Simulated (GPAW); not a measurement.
# A GW chain in GPAW: ZnCu2SnS4 (I-4), part 2 of 2

How does a plane-wave GW calculation on ZnCu2SnS4 (I-4) run from the first input to the gap?

GPAW 26.7.0; PBE and many-body steps on it, plane waves. Known limits of the many-body steps: not at the basis limit; d shell near the gap, gap tends to lie low; no spin-orbit coupling.

So far. Step 2 (Ground state): The gap is direct, at Γ. Step 3 (Bands along the symmetry lines): The gap is 0.297 eV, as in the run before at this level.

**4. Empty states on the mesh, 4×4×4 mesh, 270 bands**

Level of this step: DFT, PBE, plane waves, PAW (GPAW).

The sums over transitions need many empty states on a uniform mesh; this step solves for them.

run.py reads:

```python
import json
import numpy as np
from gpaw.mpi import world
from gpaw import GPAW

calc = GPAW('gs.gpw').fixed_density(kpts={'size': (4, 4, 4), 'gamma': True},
    nbands=315,
    convergence={'bands': 270},
    update_fermi_level=True,
    txt='nscf.txt')
calc.write('full.gpw', mode='all')
res = {}
kpts = calc.get_ibz_k_points()
res['kpts'] = kpts
res['eigenvalues'] = [calc.get_eigenvalues(kpt=k) for k in range(len(kpts))]
res['n_electrons'] = calc.get_number_of_electrons()

if world.rank == 0:
    with open('result.json', 'w') as f:
        json.dump(res, f, default=lambda x: x.tolist())
```

Command:

```bash
mpirun -n 8 gpaw python run.py
```

Numbers of over 12 decimals in the logs are rounded to 6 here.

Log:

```text
Diagonalizing LCAO Hamiltonian
Converting LCAO to pw mode
convergence criteria:
- Maximum integral of absolute [eigenst]ate change: 4e-08 eV^2 / valence electron
maximum number of iterations: 100

SCF iterations
|iter     |     time |      energy | eigst |  dens |
|iter:   1|  |             | +4.40 |       |
|iter:   2|  |             | +3.18 |       |
|iter:   3|  |             | +2.13 |       |
[...]
|iter:  16|  |             | -6.67 |       |
|iter:  17|  |             | -7.03 |       |
|iter:  18|  |             | -7.45c|       |
SCF steps: 18
  __  _  _
 | _ |_)|_||  |
 |__||  | ||/\| - 26.7.0

Input parameters:
  mode=PW(ecut=600.0),
  convergence={'bands': 270},
  gpts=array([40, 40, 40]),
  kpts=MonkhorstPack(size=(4, 4, 4), gamma=True),
  maxiter=100,
  nbands=315,
  occupations=Occupations(name='fermi-dirac', width=0.001, fixmagmom=False),
  parallel={},
  xc=XC(name='PBE')
# Writing to full.gpw (mode='all')
  [... matrices ...]

timing:  # [seconds]
  Total: 0.193  # ━━━━━━━━━━━━━━━━━━━━━━━━━━━━━━━━━━━━━━━━━━━━━━━━━━━━━━━━━━━
```

Run time: 4.6 min. Hardware: 8 MPI ranks of Arm Neoverse V1, shared host; peak memory 3.3 GiB.

Numbers from this step:

```yaml
gap: 0.2973 eV
k_of_the_valence_top: 0, 0, 0
k_of_the_conduction_bottom: 0, 0, 0
least_direct_gap: 0.2973 eV
k_points_computed: 14
lowest_point_of_the_top_converged_band_above_the_valence_top: 65.9204 eV
```

On this mesh the gap is 0.297 eV.

**5. Screening and self-energy, 4×4×4 mesh, 260 bands, screening to 80 eV**

G0W0 replaces the xc potential by the self-energy, built once from these orbitals. Only a window of levels is corrected, while the sums run over the empty bands that the input names.

This step: G0W0 on PBE, plane waves, PAW.

run.py reads:

```python
import json
import numpy as np
from gpaw.mpi import world
from gpaw.response.g0w0 import G0W0

gw = G0W0('full.gpw',
    filename='gw',
    kpts=[0],
    bands=(34, 38),
    ecut=80,
    nbands=260,
    integrate_gamma='WS',
    ppa=True)
gw.calculate()
res = {mode: {k: v for k, v in r.items() if k != 'sigma_eskwn'}
       for mode, r in gw.all_results.items()}

if world.rank == 0:
    with open('result.json', 'w') as f:
        json.dump(res, f, default=lambda x: x.tolist())
```

Command:

```bash
mpirun -n 8 gpaw python run.py
```

Log:

```text
Using integrator: PointIntegrator
FrequencyGridDescriptor(from 0.000+0.000j to 0.000+27.211j eV, 2 points)
Nonperiodic BCs:  [False False False]
Using integrator: PointIntegrator
FrequencyGridDescriptor(from 0.000+0.000j to 0.000+27.211j eV, 2 points)
Nonperiodic BCs:  [False False False]
  ___  _ _ _
 |   || | | |
 | | || | | |
 |__ ||_____|
 |___|

BZ k-points: Symmetries present (total): 4

  [... matrices ...]
64 k-points: 4 x 4 x 4 Monkhorst-Pack grid + [1/8,1/8,1/8]
14 k-points in the irreducible part of the Brillouin zone
       k-points in crystal coordinates                weights
   0:     0.00000000    0.00000000    0.00000000          1/64
   1:     0.25000000   -0.25000000    0.00000000          4/64
   2:     0.25000000   -0.25000000    0.25000000          4/64
   3:     0.25000000    0.00000000    0.00000000          8/64
   4:     0.25000000    0.25000000   -0.25000000          2/64
   5:     0.25000000    0.25000000    0.25000000          2/64
   6:     0.50000000    0.00000000    0.25000000          8/64
   7:     0.50000000    0.00000000    0.50000000          4/64
   8:     0.50000000    0.25000000    0.00000000          8/64
   9:     0.50000000    0.25000000    0.25000000          8/64
          ...
  13:     0.50000000    0.50000000    0.50000000          1/64

Distributing spins, k-points and bands (1 x 1 x 4) over 8 processes
Number of blocks: 1

Quasi particle states:
k-points (IBZ indices): [0]
Band range: (34, 38)
  [... matrices ...]
Computational parameters:
Plane wave cut-off: 80 eV
Number of bands: 260
Coulomb cutoff: None
Broadening: 0.1 eV

fxc modes: GW
Kernel: RPA
Using Godby-Needs plasmon-pole approximation:
  Fitting energy: i*E0, E0 = 1.000 Hartree
Summing all q:

Calculating screened Coulomb potential
No Coulomb truncation
FrequencyGridDescriptor(from 0.000+0.000j to 0.000+27.211j eV, 2 points)
Removing empty qpoint cache files...

Calculating chi0 body with:
    Ground state adapter containing:
    Number of spins: 1
    Number of kpoints: 64
    Number of irreducible kpoints: 14
    Number of completely occupied states: 36
    Number of partially occupied states: 36
    Occupied states memory: 35.15625 M / cpu

    Linear response parametrization:
    q_c: [0.0, 0.0, 0.0]
    Number of frequency points: 2
    Planewave cutoff: 80.0
    Number of bands: 260
    Number of planewaves: 259
    Broadening (eta): 1e-06
    comm.size: 8
    kncomm.size: 8
    blockcomm.size: 1

    Memory estimate of potentially large arrays:
        chi0_wGG: 2.047150 M / cpu
Integrating chi0 body.

Symmetries of q_c:
    Direct symmetries (Uq -> q): 4
    Indirect symmetries (TUq -> q): 4
In total 8 allowed symmetries.

  [... matrices ...]
14 groups of equivalent kpoints. 78.125% reduction.

Integral kind: response function
Integrating chi0 head and wings.

Symmetries of q_c:
    Direct symmetries (Uq -> q): 4
    Indirect symmetries (TUq -> q): 4
In total 8 allowed symmetries.

  [... matrices ...]
14 groups of equivalent kpoints. 78.125% reduction.

Integral kind: response function wings

Calculating chi0 body with:
    Ground state adapter containing:
    Number of spins: 1
    Number of kpoints: 64
    Number of irreducible kpoints: 14
    Number of completely occupied states: 36
    Number of partially occupied states: 36
    Occupied states memory: 35.15625 M / cpu

    Linear response parametrization:
[... the further q-points ...]

Results:
f:      Occupation numbers
eps:     KS-eigenvalues [eV]
vxc:     KS vxc [eV]
exx:     Exact exchange [eV]
sigma:   Self-energies [eV]
dsigma:  Self-energy derivatives
Z:       Renormalization factors
qp:      QP-energies [eV]

k-point 0 (0): (0.000, 0.000, 0.000)                GW
band       f     eps     vxc     exx   sigma  dsigma       Z      qp
                                                                   GW
  34   1.000   5.325 -28.105 -33.456   4.926  -0.360   0.735   5.013
  35   1.000   5.406 -28.710 -34.277   5.136  -0.364   0.733   5.090
  36   0.000   5.703 -15.538 -12.133  -2.849  -0.265   0.790   6.143
  37   0.000   7.438 -14.125 -10.805  -3.144  -0.257   0.796   7.578
```

Run time: 17 min. Hardware: 8 MPI ranks; peak memory 6.6 GiB.

Numbers from this step:

* G0W0 gap on the points computed: 1.053 eV
* least direct G0W0 gap on the computed points: 1.053 eV
* Z at the valence top: 0.7334
* Z at the conduction bottom: 0.7904
* starting gap on the mesh: 0.2973 eV
* k of the valence top: 0, 0, 0
* k of the conduction bottom: 0, 0, 0

The gap on the mesh goes from 0.30 eV to 1.05 eV, a correction of +0.76 eV.

Limits: finite bands, cutoff and mesh; d shell near the gap, gap tends to lie low; no spin-orbit coupling. v1 is the top filled band, c1 the lowest empty one. The levels before and after the correction (eV, zero at the valence-band top of each column):

|  | conduction bottom | valence top |
| --- | --- | --- |
| Kohn-Sham | 0.30 | 0.00 |
| G0W0 | 1.05 | 0.00 |

|  | level | energy (eV) |
| --- | --- | --- |
| Kohn-Sham | Γ v2 | -0.081 |
| Kohn-Sham | Γ v1 | 0.000 |
| Kohn-Sham | Γ c1 | 0.297 |
| Kohn-Sham | Γ c2 | 2.032 |
| G0W0 | Γ v2 | -0.077 |
| G0W0 | Γ v1 | 0.000 |
| G0W0 | Γ c1 | 1.054 |
| G0W0 | Γ c2 | 2.488 |

**6. Where the time went**

Times are wall times on 8 MPI ranks of Arm Neoverse V1, shared host, good to a factor of about two.

```csv
step,time,share,memory (GiB)
ground state,1.8 min,7 %,1.9
bands along the symmetry lines,3.2 min,12 %,2.8
empty states on the mesh,4.6 min,17 %,3.3
screening and self-energy,17 min,64 %,6.6
```

**7. Outcome**

```yaml
pbe_gap: 0.30 eV, direct
g0w0_gap_on_the_mesh: 1.05 eV
gw_settings: 4×4×4 mesh, 260 bands, screening to 80 eV, Godby-Needs plasmon pole
known_limits: not at the basis limit; d shell near the gap, gap tends to lie low; no spin-orbit coupling
```

G0W0 moves the gap on the mesh from 0.30 eV to 1.05 eV (+0.76 eV), with Z of 0.73 and 0.79 at the edges. Only 1 of the mesh's irreducible points was corrected, so a valley elsewhere could overtake. The dearest step here is «screening and self-energy». Against experiment, by G0W0@PBE: the direct gap of 1.05 eV lies −0.45 eV from the measured 1.5 eV (direct, 2018). An exciton line or allowed optical edge lies below the quasiparticle gap by the binding energy; a forbidden edge can push the onset above it. The calculation has static nuclei and no excitons; a measured gap holds zero-point and thermal motion, which mostly lowers it. Bands and cutoff are finite, so the gap is not at the basis limit. The miss can reach some tenths of an eV and take either sign; the mesh is an error of its own. These stock PAW sets were not made for GW. In the G0W0 run levels were corrected at 1 k point alone, so a gap called «on the mesh» is the least over those, and an edge elsewhere would be missed. A d shell, filled or nearly so, lies near the gap. One-shot GW converges very slowly in bands there, not always from below, and on a semilocal start the gap tends to come out low; starts rich in exact exchange can overshoot instead. The many-body steps are scalar-relativistic: spin-orbit coupling is not in them.

[Paths, hosts, dates, memory and timing lines, banners, echoed tables and standing remarks are left out of the program output.]

[Logs are printed without paths, hosts, clocks, repeated set-up lines and the standing remarks that a program may print on its own settings, such as how far it seeks lower states.]

[Runs of the session that timed out or met a known fault of the program may be left out.]

[Hosts, paths, dates, database ids (printed as entryN), source tags and the programs' standing remarks are cut or masked in the printed files.]
